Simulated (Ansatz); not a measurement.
# N on Mo(110): change of the work function

Aim: the work function of Mo(110) at several coverages of N (hollow site), and the dipole that each adsorbate carries.

Main program and level: Ansatz 0.2.0; plane-wave DFT, PBE, Ansatz PAW.

## 1. The starting structure

The cell holds 4 atoms: 4 Mo. Cell: a = 2.728 Å, b = 2.728 Å, c = 24.682 Å, α = 90.0°, β = 90.0°, γ = 70.5°. Vacuum lies along c.

## 2. The clean slab

The bare slab comes first, as the zero from which every change is counted. The two lowest layers are held at bulk places and the upper ones relax. The dipole correction removes the false field that a one-sided slab makes across the periodic vacuum, so each face gets a flat vacuum level of its own.

input.yaml reads:

```yaml
crystal:
  lattice:
    - [2.2273863607, -1.575, 0.0]
    - [2.2273863607, 1.575, 0.0]
    - [0.0, 0.0, 24.6821590822]
  atoms:
    - { symbol: Mo, position: [0.0, 0.0, 0.3646358477] }
    - { symbol: Mo, position: [0.5, 0.5, 0.4548786159] }
    - { symbol: Mo, position: [0.0, 0.0, 0.5451213841] }
    - { symbol: Mo, position: [0.5, 0.5, 0.6353641523] }
kpoints:
  mp_grid: { grid: [12, 12, 1] }
hamiltonian:
  xc: pbe
scf:
  occupations: { method: fermi_dirac, width: 0.1 }
  convergence: { dr2_threshold: 1.0e-08 }
efield:
  axis: 3
  dipole_correction: true
  ramp_position: 0.97
  ramp_width: 0.06
relax:
  f_tol: 0.02
  max_steps: 60
  constraints: [{ sites: [0, 1] }]
output:
  write_potential: true
  write_density: true
  volumetric_format: npy
```

Command:

```sh
$ ansatz run input.yaml --threads 4 --pin off --max-ram 6144MiB --backend cpu --events-out ev --progress --plain --runs-dir out
```

Numbers of over 12 decimals in the logs are rounded to 6 here.

Log:

```text
Engine: ansatz 0.2.0, x86_64-unknown-linux-gnu
Pseudopotentials: kind: paw
Pseudopotential: Mo, paw, valence charge 14, recommended cutoff 420 eV (normal), Mo.paw.azcp
Functional definition: PBE
  parameter kappa = 0.804
  parameter beta = 0.066725
  exchange = pbe_x(kappa = kappa, mu = beta*pi^2/3)
  correlation = pbe_c(beta = beta)
Crystal: 4 atoms, lattice volume = 173.177 Å³
Basis set: ecut = 420 eV, 3445 PW (Γ), exchange–correlation on 40×40×360 points (8 copies of the dense FFT grid, shifted against one another)
Bands: 34, of which v1, the nominal top of the filled ones, is band 28 counted from 1 (27 counted from 0)
Symmetry: 4 space group operations
k-points: 43 of 144
Non-local potential: Mo, projectors of the file, l = 0: 3, l = 1: 2, l = 2: 2, l = 3: 1
PAW form: soft (Blöchl's): semilocal exchange-correlation on the pseudo side does not see the compensation charge
PAW one-centre angular grid: Mo, 590 points (default); XC on 64 Gauss nodes
Initial density: superposition of atomic densities (neutral atoms: chi_scale 0, normalization atom), corrected by the library's trained network
Initial wavefunctions: pseudopotential atomic-orbital guess
Functional: x = pbe(κ = 0.804, μ = 0.219515), c = pbe(β = 0.066725)
SCF iter   1: F=—  HF=-19821.647127 eV  |F-HF|=—  |Δ(HF+E_count)|=         —  Δρ=3.78e-3  dr2=1.40e-1  ethr=1.77e-3  p=0.000 e·Å  D=1.43e-13 V/Å  ΔV_dip=-0.00 eV  dr2_dipole=1.17e-6  V_vac-E_F(+/−)=4.86/4.86 eV  ⟨swp⟩=8.9  Hψ=15645  notcnv=0  defer=5
efield: sawtooth ramp at fractional position 0.9700 (set: `efield.ramp_position`, or a place that a band, a saddle search or an elastic batch's reference lends), width 0.0600; the density the first Hamiltonian is built on has a dipole p = 0.000 e·Å; the dipole correction subtracts the counter field D = 1.43e-13 V/Å, which shifts the + side's vacuum level by -0.00 eV against the − side's; the planar-averaged density in the ramp window peaks in size at 1.4e-5 e/Å³
automatic band count: the SCF goes on with 40 bands, as 34 were too few: the levels above may hold too much charge
preconditioner: auto → LDOS  [metal: Δε(μ)=0.026 eV  Ē_g=5.170 eV  σ=0.100 eV  W_gap=0.07  n_scr=16 (ndim 8)  ℏωp=13.8 eV  f_vac=0.563  D(μ)=3.57/eV (n_scr^D=14)  β→1.0]
SCF iter   2: F=—  HF=-19821.643447 eV  |F-HF|=—  |Δ(HF+E_count)|=   3.68e-3  Δρ=1.93e-3  dr2=1.96e-2  ethr=2.50e-4  p=0.000 e·Å  D=4.94e-6 V/Å  ΔV_dip=-0.00 eV  dr2_dipole=1.04e-6  V_vac-E_F(+/−)=4.70/4.70 eV  ⟨swp⟩=2.1  Hψ=2763  notcnv=0  defer=21
SCF iter   3: F=—  HF=-19821.641434 eV  |F-HF|=—  |Δ(HF+E_count)|=   2.01e-3  Δρ=5.02e-4  dr2=1.45e-3  ethr=3.50e-5  p=0.000 e·Å  D=3.71e-6 V/Å  ΔV_dip=-0.00 eV  dr2_dipole=1.26e-7  V_vac-E_F(+/−)=4.72/4.72 eV  ⟨swp⟩=2.2  Hψ=2388  notcnv=0  defer=21
SCF iter   4: F=—  HF=-19821.641194 eV  |F-HF|=—  |Δ(HF+E_count)|=   2.40e-4  Δρ=1.36e-4  dr2=7.48e-5  ethr=2.60e-6  p=0.000 e·Å  D=1.74e-6 V/Å  ΔV_dip=-0.00 eV  dr2_dipole=3.27e-8  V_vac-E_F(+/−)=4.71/4.71 eV  ⟨swp⟩=3.0  Hψ=2598  notcnv=0  defer=21
SCF iter   5: F=—  HF=-19821.641217 eV  |F-HF|=—  |Δ(HF+E_count)|=   2.27e-5  Δρ=3.96e-5  dr2=6.14e-6  ethr=1.34e-7  p=0.000 e·Å  D=1.83e-7 V/Å  ΔV_dip=-0.00 eV  dr2_dipole=7.80e-10  V_vac-E_F(+/−)=4.70/4.70 eV  ⟨swp⟩=2.6  Hψ=2473  notcnv=0  defer=21
SCF iter   6: F=—  HF=-19821.641292 eV  |F-HF|=—  |Δ(HF+E_count)|=   7.51e-5  Δρ=1.55e-5  dr2=8.69e-7  ethr=1.10e-8  p=-0.000 e·Å  D=-9.96e-8 V/Å  ΔV_dip=0.00 eV  dr2_dipole=2.13e-12  V_vac-E_F(+/−)=4.70/4.70 eV  ⟨swp⟩=2.1  Hψ=2413  notcnv=0  defer=21
SCF iter   7: F=—  HF=-19821.641293 eV  |F-HF|=—  |Δ(HF+E_count)|=   4.78e-7  Δρ=4.02e-6  dr2=7.38e-8  ethr=1.55e-9  p=-0.000 e·Å  D=-1.29e-7 V/Å  ΔV_dip=0.00 eV  dr2_dipole=4.22e-11  V_vac-E_F(+/−)=4.69/4.69 eV  ⟨swp⟩=2.1  Hψ=2303  notcnv=0  defer=21
SCF iter   8: F=-19821.641293 eV  HF=-19821.641293 eV  |F-HF|=4.21e-9  |Δ(HF+E_count)|=   8.39e-8  Δρ=1.47e-6  dr2=6.63e-9  ethr=1.79e-11  p=-0.000 e·Å  D=-2.46e-8 V/Å  ΔV_dip=0.00 eV  dr2_dipole=1.27e-12  V_vac-E_F(+/−)=4.69/4.69 eV  ⟨swp⟩=10.7  Hψ=11450  notcnv=0
SCF 1 converged in 8 iterations: F = -19821.641293 eV  dr2 = 6.63e-9
  greatest PAW one-centre occupation: 0.998 electrons in one spin orbital (limit 2), on the Mo atom at site 0 (counted from 0), in its partial waves of l = 0
relax step   1: F+E_penalty+E_count = -19821.64129266 eV  Δ(F+E_penalty+E_count) = +0.000e0 eV  max|allowed force component| = 6.071e-1 eV/Å  Δτ_max = 0.0000 Å  (8 SCF iters, accepted)
Bands: 40, of which v1, the nominal top of the filled ones, is band 28 counted from 1 (27 counted from 0)
Initial density: handed on by an earlier stage of this run
Initial wavefunctions: those handed on with the density
iter 1 solved again at ethr=6.81e-4 eV; its pass at ethr=3.10e-3 eV (dr2=3.81e-1 eV) is discarded
SCF iter   1: F=—  HF=-19821.655306 eV  |F-HF|=—  |Δ(HF+E_count)|=         —  Δρ=9.01e-3  dr2=3.79e-1  ethr=6.81e-4  p=0.000 e·Å  D=7.11e-7 V/Å  ΔV_dip=-0.00 eV  dr2_dipole=2.16e-3  V_vac-E_F(+/−)=4.71/4.71 eV  ⟨swp⟩=1.6  Hψ=6582  notcnv=0  defer=26
efield: sawtooth ramp at fractional position 0.9700 (set: `efield.ramp_position`, or a place that a band, a saddle search or an elastic batch's reference lends), width 0.0600; the density the first Hamiltonian is built on has a dipole p = 0.000 e·Å; the dipole correction subtracts the counter field D = 7.11e-7 V/Å, which shifts the + side's vacuum level by -0.00 eV against the − side's; the planar-averaged density in the ramp window peaks in size at 3.6e-6 e/Å³
preconditioner: auto → LDOS  [metal: Δε(μ)=0.032 eV  Ē_g=5.280 eV  σ=0.100 eV  W_gap=0.08  n_scr=16 (ndim 8)  ℏωp=13.8 eV  f_vac=0.569  D(μ)=3.64/eV (n_scr^D=14)  β→1.0]
SCF iter   2: F=—  HF=-19821.637648 eV  |F-HF|=—  |Δ(HF+E_count)|=   1.77e-2  Δρ=4.01e-3  dr2=1.08e-1  ethr=6.78e-4  p=0.007 e·Å  D=7.44e-3 V/Å  ΔV_dip=-0.18 eV  dr2_dipole=1.22e-3  V_vac-E_F(+/−)=4.51/4.69 eV  ⟨swp⟩=2.3  Hψ=2710  notcnv=0  defer=26
SCF iter   3: F=—  HF=-19821.629268 eV  |F-HF|=—  |Δ(HF+E_count)|=   8.38e-3  Δρ=1.79e-3  dr2=1.82e-2  ethr=1.92e-4  p=0.006 e·Å  D=6.37e-3 V/Å  ΔV_dip=-0.16 eV  dr2_dipole=2.87e-4  V_vac-E_F(+/−)=4.55/4.71 eV  ⟨swp⟩=2.4  Hψ=3010  notcnv=0  defer=26
SCF iter   4: F=—  HF=-19821.625515 eV  |F-HF|=—  |Δ(HF+E_count)|=   3.75e-3  Δρ=4.20e-4  dr2=7.00e-4  ethr=3.26e-5  p=0.007 e·Å  D=7.29e-3 V/Å  ΔV_dip=-0.18 eV  dr2_dipole=1.75e-5  V_vac-E_F(+/−)=4.52/4.70 eV  ⟨swp⟩=3.0  Hψ=2790  notcnv=0  defer=26
[...]
SCF iter   2: F=—  HF=-19821.665863 eV  |F-HF|=—  |Δ(HF+E_count)|=   3.94e-3  Δρ=2.32e-3  dr2=4.41e-2  ethr=1.98e-4  p=0.006 e·Å  D=6.20e-3 V/Å  ΔV_dip=-0.15 eV  dr2_dipole=3.08e-3  V_vac-E_F(+/−)=4.55/4.71 eV  ⟨swp⟩=2.0  Hψ=2819  notcnv=0  defer=26
SCF iter   3: F=—  HF=-19821.662930 eV  |F-HF|=—  |Δ(HF+E_count)|=   2.93e-3  Δρ=8.29e-4  dr2=4.40e-3  ethr=7.87e-5  p=0.006 e·Å  D=6.03e-3 V/Å  ΔV_dip=-0.15 eV  dr2_dipole=6.38e-4  V_vac-E_F(+/−)=4.55/4.70 eV  ⟨swp⟩=2.0  Hψ=2289  notcnv=0  defer=26
SCF iter   4: F=—  HF=-19821.662280 eV  |F-HF|=—  |Δ(HF+E_count)|=   6.50e-4  Δρ=2.74e-4  dr2=4.17e-4  ethr=7.86e-6  p=0.005 e·Å  D=5.32e-3 V/Å  ΔV_dip=-0.13 eV  dr2_dipole=6.02e-5  V_vac-E_F(+/−)=4.57/4.70 eV  ⟨swp⟩=3.5  Hψ=3103  notcnv=0  defer=26
SCF iter   5: F=—  HF=-19821.662246 eV  |F-HF|=—  |Δ(HF+E_count)|=   3.41e-5  Δρ=7.82e-5  dr2=1.95e-5  ethr=7.44e-7  p=0.005 e·Å  D=5.03e-3 V/Å  ΔV_dip=-0.12 eV  dr2_dipole=1.52e-6  V_vac-E_F(+/−)=4.57/4.70 eV  ⟨swp⟩=2.5  Hψ=2528  notcnv=0  defer=26
SCF iter   6: F=—  HF=-19821.662254 eV  |F-HF|=—  |Δ(HF+E_count)|=   8.25e-6  Δρ=2.97e-5  dr2=1.84e-6  ethr=3.48e-8  p=0.005 e·Å  D=4.92e-3 V/Å  ΔV_dip=-0.12 eV  dr2_dipole=5.94e-9  V_vac-E_F(+/−)=4.57/4.70 eV  ⟨swp⟩=2.1  Hψ=2353  notcnv=0  defer=26
SCF iter   7: F=—  HF=-19821.662328 eV  |F-HF|=—  |Δ(HF+E_count)|=   7.36e-5  Δρ=1.27e-5  dr2=5.22e-7  ethr=3.28e-9  p=0.005 e·Å  D=4.84e-3 V/Å  ΔV_dip=-0.12 eV  dr2_dipole=2.75e-8  V_vac-E_F(+/−)=4.58/4.70 eV  ⟨swp⟩=2.2  Hψ=2457  notcnv=0  defer=26
SCF iter   8: F=—  HF=-19821.662328 eV  |F-HF|=—  |Δ(HF+E_count)|=   8.18e-8  Δρ=2.77e-6  dr2=3.20e-8  ethr=9.32e-10  p=0.005 e·Å  D=4.83e-3 V/Å  ΔV_dip=-0.12 eV  dr2_dipole=1.58e-9  V_vac-E_F(+/−)=4.58/4.70 eV  ⟨swp⟩=2.8  Hψ=3060  notcnv=0  defer=26
SCF iter   9: F=-19821.662328 eV  HF=-19821.662328 eV  |F-HF|=6.66e-9  |Δ(HF+E_count)|=   1.91e-8  Δρ=8.01e-7  dr2=1.26e-9  ethr=1.79e-11  p=0.005 e·Å  D=4.82e-3 V/Å  ΔV_dip=-0.12 eV  dr2_dipole=1.60e-13  V_vac-E_F(+/−)=4.58/4.70 eV  ⟨swp⟩=10.0  Hψ=11125  notcnv=0
SCF 3 converged in 9 iterations: F = -19821.662328 eV  dr2 = 1.26e-9
relax step   3: F+E_penalty+E_count = -19821.66232783 eV  Δ(F+E_penalty+E_count) = -2.104e-2 eV  max|allowed force component| = 1.718e-1 eV/Å  Δτ_max = 0.0695 Å  (9 SCF iters, accepted)
SCF iter   1: F=—  HF=-19821.663908 eV  |F-HF|=—  |Δ(HF+E_count)|=         —  Δρ=8.39e-4  dr2=3.50e-3  ethr=6.23e-5  p=0.005 e·Å  D=4.82e-3 V/Å  ΔV_dip=-0.12 eV  dr2_dipole=1.17e-4  V_vac-E_F(+/−)=4.57/4.69 eV  ⟨swp⟩=2.4  Hψ=3395  notcnv=0  defer=26
efield: sawtooth ramp at fractional position 0.9700 (set: `efield.ramp_position`, or a place that a band, a saddle search or an elastic batch's reference lends), width 0.0600; the density the first Hamiltonian is built on has a dipole p = 0.005 e·Å; the dipole correction subtracts the counter field D = 4.82e-3 V/Å, which shifts the + side's vacuum level by -0.12 eV against the − side's; the planar-averaged density in the ramp window peaks in size at 4.2e-6 e/Å³
preconditioner: auto → LDOS  [metal: Δε(μ)=0.010 eV  Ē_g=5.198 eV  σ=0.100 eV  W_gap=0.02  n_scr=16 (ndim 8)  ℏωp=13.8 eV  f_vac=0.567  D(μ)=3.47/eV (n_scr^D=14)  β→1.0]
SCF iter   2: F=—  HF=-19821.663780 eV  |F-HF|=—  |Δ(HF+E_count)|=   1.28e-4  Δρ=4.26e-4  dr2=1.37e-3  ethr=6.24e-6  p=0.004 e·Å  D=4.06e-3 V/Å  ΔV_dip=-0.10 eV  dr2_dipole=2.10e-5  V_vac-E_F(+/−)=4.60/4.70 eV  ⟨swp⟩=2.0  Hψ=2569  notcnv=0  defer=26
SCF iter   3: F=—  HF=-19821.663681 eV  |F-HF|=—  |Δ(HF+E_count)|=   9.95e-5  Δρ=1.70e-4  dr2=1.67e-4  ethr=2.44e-6  p=0.004 e·Å  D=4.18e-3 V/Å  ΔV_dip=-0.10 eV  dr2_dipole=3.14e-6  V_vac-E_F(+/−)=4.59/4.69 eV  ⟨swp⟩=2.0  Hψ=2242  notcnv=0  defer=26
SCF iter   4: F=—  HF=-19821.663649 eV  |F-HF|=—  |Δ(HF+E_count)|=   3.19e-5  Δρ=4.02e-5  dr2=5.53e-6  ethr=2.98e-7  p=0.004 e·Å  D=4.07e-3 V/Å  ΔV_dip=-0.10 eV  dr2_dipole=5.62e-7  V_vac-E_F(+/−)=4.60/4.70 eV  ⟨swp⟩=3.4  Hψ=3040  notcnv=0  defer=26
SCF iter   5: F=—  HF=-19821.663725 eV  |F-HF|=—  |Δ(HF+E_count)|=   7.59e-5  Δρ=1.24e-5  dr2=5.72e-7  ethr=9.88e-9  p=0.004 e·Å  D=3.99e-3 V/Å  ΔV_dip=-0.10 eV  dr2_dipole=4.18e-8  V_vac-E_F(+/−)=4.60/4.70 eV  ⟨swp⟩=2.7  Hψ=2653  notcnv=0  defer=26
SCF iter   6: F=—  HF=-19821.663725 eV  |F-HF|=—  |Δ(HF+E_count)|=   2.09e-7  Δρ=3.79e-6  dr2=5.84e-8  ethr=1.02e-9  p=0.004 e·Å  D=3.95e-3 V/Å  ΔV_dip=-0.10 eV  dr2_dipole=2.26e-9  V_vac-E_F(+/−)=4.60/4.70 eV  ⟨swp⟩=2.3  Hψ=2344  notcnv=0  defer=26
SCF iter   7: F=-19821.663725 eV  HF=-19821.663725 eV  |F-HF|=3.88e-9  |Δ(HF+E_count)|=   3.94e-8  Δρ=1.57e-6  dr2=8.52e-9  ethr=1.79e-11  p=0.004 e·Å  D=3.94e-3 V/Å  ΔV_dip=-0.10 eV  dr2_dipole=2.52e-10  V_vac-E_F(+/−)=4.60/4.70 eV  ⟨swp⟩=10.8  Hψ=11535  notcnv=0
SCF 4 converged in 7 iterations: F = -19821.663725 eV  dr2 = 8.52e-9
relax step   4: F+E_penalty+E_count = -19821.66372504 eV  Δ(F+E_penalty+E_count) = -1.397e-3 eV  max|allowed force component| = 6.159e-3 eV/Å  Δτ_max = 0.0105 Å  (7 SCF iters, accepted)
NSCF: frozen V_eff on 43 k-points
the band table was solved once a step of the walk had ended and its energy, with any forces and stress, was formed, with the checks that follow a solve (8332 applications of the Hamiltonian). They found nothing against the state; the energy, forces and stress were not computed again (output.eigenvalues in the input reference)
SCF converged after 7 iterations
Free energy (F): -19821.663725 eV
Harris-Foulkes:  -19821.663725 eV  (|F-HF|=3.88e-9)
Internal energy: -19821.546906 eV  (E = F + TS)
E sigma→0 (E₀):  -19821.605316 eV
Entropy (-TS):   -0.116819 eV (-29.205 meV/atom)
Fermi energy:    4.749028 eV
Dipole field:    D = 0.003959 V/Å  (p = 0.003789 e·Å, saw-weighted, corrected)
Work function:   Φ+ = 4.5981 eV   Φ− = 4.6959 eV
Levels:          The Fermi level and band energies are counted from a zero that moves with the ramp; work functions are not
--- Per-component energies (eV) ---
  E_band       = -1128.803107
  E_kinetic    = 1758.636083
  E_local      = -73076.344857  (includes V_loc(G=0)·N_el)
  E_nonlocal   = 573.008631
  E_hartree    = 35551.714946
  E_xc         = -730.509319
  E_vxc        = -911.323819  (∫ρ·V_xc dr)
  E_paw        = -12805.328645  (= ΣΔE_a)
  E_vpaw       = -576.218631  (= ΣTr[D̂ρ^β])
  E_aug_tail   = 0.000170  (compensation charges beyond the density's cutoff)
  E_efield     = 0.000007  (sawtooth field / dipole correction)
  E_vefield    = 0.002053  (∫n·V_field dr)
  E_ewald      = 28907.276077
  E_smearing   = -0.116819  (= −TS)
  E_closure    = 0.000000  (closes the sum)
  Σ components = -19821.663725   (vs F -19821.663725, Δ=0.00e0)
--- Forces (eV/Å), atoms counted from 1 ---
  atom   1  Mo     0.00000000     0.00000000     0.48968387
  atom   2  Mo     0.00000000    -0.00000000    -0.48732705
  atom   3  Mo     0.00000000    -0.00000000    -0.00615933
  atom   4  Mo     0.00000000     0.00000000     0.00374754
  max |Σ_I F_I| component: 5.50e-5 eV/Å
--- Band table (eV; the first three rows and the last of 43) ---
  k-point 0: bands = [... 24 lower, 3.2679, 3.3587, 3.5222, 3.7666, 4.8655, 5.1015, 5.8499, 5.9160, ... 8 higher]
  k-point 1: bands = [... 24 lower, 3.1262, 3.2374, 3.5562, 3.9741, 4.5550, 5.1890, 5.4643, 5.7715, ... 8 higher]
  k-point 2: bands = [... 24 lower, 2.9540, 3.0742, 3.7021, 3.9784, 4.4501, 4.6794, 5.6510, 5.7078, ... 8 higher]
  k-point 42: bands = [... 24 lower, 3.2412, 5.2680, 5.2859, 5.5507, 5.7353, 6.1980, 7.4154, 7.7054, ... 8 higher]
--- Relaxed structure (4 steps of the walk, 3 accepted, 0 SCFs on fresh bases) ---
  F+E_penalty+E_count = -19821.66372504 eV   max|allowed force component| = 6.159e-3 eV/Å
  atoms:
    - { symbol: Mo, position: [0.0, 0.0, 0.364636] }
    - { symbol: Mo, position: [0.500000, 0.500000, 0.454879] }
    - { symbol: Mo, position: [-3.918100923963264e-19, 3.918100923963264e-19, 0.546022] }
    - { symbol: Mo, position: [0.500000, 0.500000, 0.632974] }
```

Run time: 20 s. Hardware: 4 threads of Intel Xeon Platinum 8259CL at 2.50GHz (Skylake/Cascade Lake), shared host; peak memory 0.66 GiB.

The steps of the relaxation:

```
step  energy less that of the first step (eV)  largest force component (eV/Å)
   1                                   0.0000                          0.6071
   2                                   0.0156                          0.8030
   3                                  -0.0210                          0.1718
   4                                  -0.0224                          0.0062
```

Relaxation step 2 was tried and not accepted.

The run keeps the 4 symmetry operations that it works with, so distortions that break them were not tested.

The atoms that moved most (Å):

```
atom     dx     dy      dz  length
 Mo4  0.000  0.000  -0.059   0.059
 Mo3  0.000  0.000   0.022   0.022
```

Final coordinates:

```xyz
4
Lattice="2.2274 -1.5750 0.0000 2.2274 1.5750 0.0000 0.0000 0.0000 24.6822" Properties=species:S:1:pos:R:3
Mo    0.0000    0.0000    9.0000
Mo    2.2274    0.0000   11.2274
Mo    0.0000    0.0000   13.4770
Mo    2.2274    0.0000   15.6232
```

Numbers from this step:

* energy at zero smearing: -19821.6053 eV
* work function, upper face: 4.598 eV
* work function, lower face: 4.696 eV
* dipole along the normal: 0.003789 e·Å
* step between the vacuum levels: -0.09771 eV

Running mean over 2.227 Å of the planar mean; the ramp of the sawtooth is left out. Table of electron's electrostatic potential energy less the Fermi level by z:

z (Å), electron's electrostatic potential energy less the Fermi level (eV) and a bar from the least value:
```
      3.5        4.7 ##############################
      4.0        4.7 ##############################
      4.5        4.7 ##############################
      5.0        4.7 ##############################
      5.5        4.7 ##############################
      6.0        4.6 ##############################
      6.5        4.2 #############################
      7.0        3.2 ############################
      7.5       -0.1 ######################
      8.0       -6.0 #############
      8.5      -10.8 #####
      9.0      -12.4 ##
      9.5      -12.6 ##
     10.0      -12.7 ##
     10.5      -12.8 #
     11.0      -12.9 #
     11.5      -12.9 #
     12.0      -12.7 ##
     12.5      -12.7 ##
     13.0      -12.8 #
     13.5      -13.0 #
     14.0      -13.4 
     14.5      -13.7 
     15.0      -13.3 #
     15.5      -12.7 ##
     16.0      -11.5 ####
     16.5       -7.5 ##########
     17.0       -1.5 ####################
     17.5        2.6 ###########################
     18.0        4.0 #############################
     18.5        4.4 ##############################
     19.0        4.5 ##############################
     19.5        4.6 ##############################
     20.0        4.6 ##############################
     20.5        4.6 ##############################
     21.0        4.6 ##############################
     21.5        4.6 ##############################
```

The relaxation took 4 steps and lowered the energy by 0.022 eV; the largest force on the free atoms ends at 0.0062 eV/Å.

The work function of the upper face is 4.60 eV.

[end of part 1 of 3]

[Logs are printed without paths, hosts, clocks, repeated set-up lines and the standing remarks that a program may print on its own settings, such as how far it seeks lower states.]

[Hosts, paths, dates, database ids (printed as entryN), source tags and the programs' standing remarks are cut or masked in the printed files.]

[Maps of the electrostatic potential energy from Ansatz leave out the sawtooth potential of an applied field or a dipole correction, so their vacuum need not be flat; planar profiles and work functions include it.]
